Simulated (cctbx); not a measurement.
# What is wrong with this refinement?

Cell a = 14.4640 Å, b = 9.4090 Å, c = 16.4780 Å, α = 90.00°, β = 90.00°, γ = 90.00°; space group Pnma (no. 62).

Simulated single-crystal data (cctbx): Ag Kα, λ = 0.56087 Å, to d = 0.77 Å, 95 % of the full sphere, strongest reflection 5000 counts, noise from counting, a 2 % proportional error and a noise floor of 4 counts (s.d.); no absorption, and some extinction, which the refinements don't model.

An isotropic refinement with weights 1/σ² prints:

```text
Rint 0.083, 2737 unique reflections to 0.77 A
cycle     R1     wR2    GooF  max shift (A)
   1  0.0809  0.1739   3.285   0.12997
  12  0.0258  0.0517   0.977   0.00835
final R1 0.0258 wR2 0.0517 GooF 0.977  parameters 54  data/parameter 50.7
atom        x        y        z      Ueq    occ   su(xyz)  su(Uiso or U11)
Pr1    0.01023  0.25000  0.75280   0.0036  1.000  0.00003  0.0001
Pr2    0.20610  0.25000  0.55930   0.0030  1.000  0.00003  0.0001
Pr3    0.75613  0.52894  0.65999   0.0036  1.000  0.00003  0.0001
Ag1    0.07001  0.25000  0.06635   0.0042  1.000  0.00004  0.0001
Ag2    0.41934  0.25000  0.09953   0.0037  1.000  0.00004  0.0001
Cl1    0.12897  0.25000  0.40516   0.0057  1.000  0.00014  0.0004
Cl2    0.34488  0.25000  0.41915   0.0058  1.000  0.00014  0.0004
Cl3    0.38137  0.25000  0.62386   0.0058  1.000  0.00014  0.0004
Cl4    0.01988  0.25000  0.58497   0.0065  1.000  0.00014  0.0004
Cl5    0.93009  0.51596  0.73281   0.0048  1.000  0.00015  0.0002
Cl6    0.66939  0.07535  0.80212   0.0064  1.000  0.00016  0.0003
Cl7    0.24844  0.25000  0.22873   0.0045  1.000  0.00014  0.0003
Cl8    0.30903  0.25000  0.83468   0.0053  1.000  0.00013  0.0003
Cl9    0.71627  0.52567  0.99439   0.0066  1.000  0.00015  0.0003
Cl10   0.58192  0.08309  0.62239   0.0057  1.000  0.00015  0.0003
Cl11   0.88513  0.50627  0.62632   1.0000  1.000  0.00555  0.0470
difference map: max 1.94 min -1.82 rms 0.42
Q1    0.1869  0.2500  0.4174    4    2.19  0.86 A from Cl1
Q2    0.2241  0.7500  0.2799    4    1.76  1.02 A from Cl8
Q3    0.0488  0.7500  0.1656    4    1.76  1.22 A from Cl3
Q4    0.1450  0.7500  0.9757    4    1.68  0.94 A from Cl2
Q5    0.1069  0.0017  0.5806    8    1.67  2.02 A from Cl9
Q6    0.0758  0.7500  0.4953    4    1.67  1.72 A from Ag2
```

Q: Accept it or mend it, and why?

Mend it. The fault: spurious atom: Cl11. Against the right model at the same level, R1 goes from 0.0245 to 0.0258 and GooF from 0.90 to 0.98 and Cl11 takes U = the program's ceiling. A site with no density behind it hides by a very large U or drifts. The fit had not settled when the cycles ran out.

The compound is Pr2AgCl7. The right model at the same level gives:

```text
Rint 0.083, 2737 unique reflections to 0.77 A
cycle     R1     wR2    GooF  max shift (A)
   1  0.1841  0.3477   6.563   0.10086
   2  0.0245  0.0478   0.903   0.00001
final R1 0.0245 wR2 0.0478 GooF 0.903  parameters 50  data/parameter 54.7
atom        x        y        z      Ueq    occ   su(xyz)  su(Uiso or U11)
Pr1    0.01023  0.25000  0.75279   0.0037  1.000  0.00003  0.0001
Pr2    0.20610  0.25000  0.55930   0.0030  1.000  0.00003  0.0001
Pr3    0.75614  0.52893  0.65999   0.0037  1.000  0.00003  0.0001
Ag1    0.07001  0.25000  0.06635   0.0043  1.000  0.00004  0.0001
Ag2    0.41933  0.25000  0.09954   0.0038  1.000  0.00004  0.0001
Cl1    0.12896  0.25000  0.40514   0.0057  1.000  0.00013  0.0003
Cl2    0.34490  0.25000  0.41914   0.0059  1.000  0.00013  0.0003
Cl3    0.38137  0.25000  0.62385   0.0058  1.000  0.00013  0.0003
Cl4    0.01988  0.25000  0.58499   0.0065  1.000  0.00013  0.0003
Cl5    0.93007  0.51595  0.73276   0.0048  1.000  0.00014  0.0002
Cl6    0.66937  0.07536  0.80214   0.0064  1.000  0.00014  0.0002
Cl7    0.24845  0.25000  0.22872   0.0046  1.000  0.00013  0.0003
Cl8    0.30906  0.25000  0.83471   0.0053  1.000  0.00012  0.0003
Cl9    0.71625  0.52566  0.99440   0.0067  1.000  0.00014  0.0002
Cl10   0.58194  0.08306  0.62239   0.0058  1.000  0.00013  0.0002
difference map: max 1.97 min -1.75 rms 0.40
Q1    0.1866  0.2500  0.4172    4    2.21  0.86 A from Cl1
Q2    0.2241  0.7500  0.2799    4    1.71  1.02 A from Cl8
Q3    0.0489  0.7500  0.1656    4    1.70  1.22 A from Cl3
Q4    0.0759  0.7500  0.4952    4    1.62  1.72 A from Ag2
Q5    0.1068  0.0018  0.5806    8    1.61  2.02 A from Cl9
Q6    0.1449  0.7500  0.9757    4    1.61  0.94 A from Cl2
```

Isotropic U is held between 0.0001 and 1 Å² by the program, and listed peak heights are interpolated, so they can pass the grid's maximum.

The model is made up (kin elements in a known structure type, no relaxation), so it says nothing on whether the phase exists.

[Middle refinement cycles are left out of these outputs.]

[Logs are printed without paths, hosts, clocks, repeated set-up lines and the standing remarks that a program may print on its own settings, such as how far it seeks lower states.]
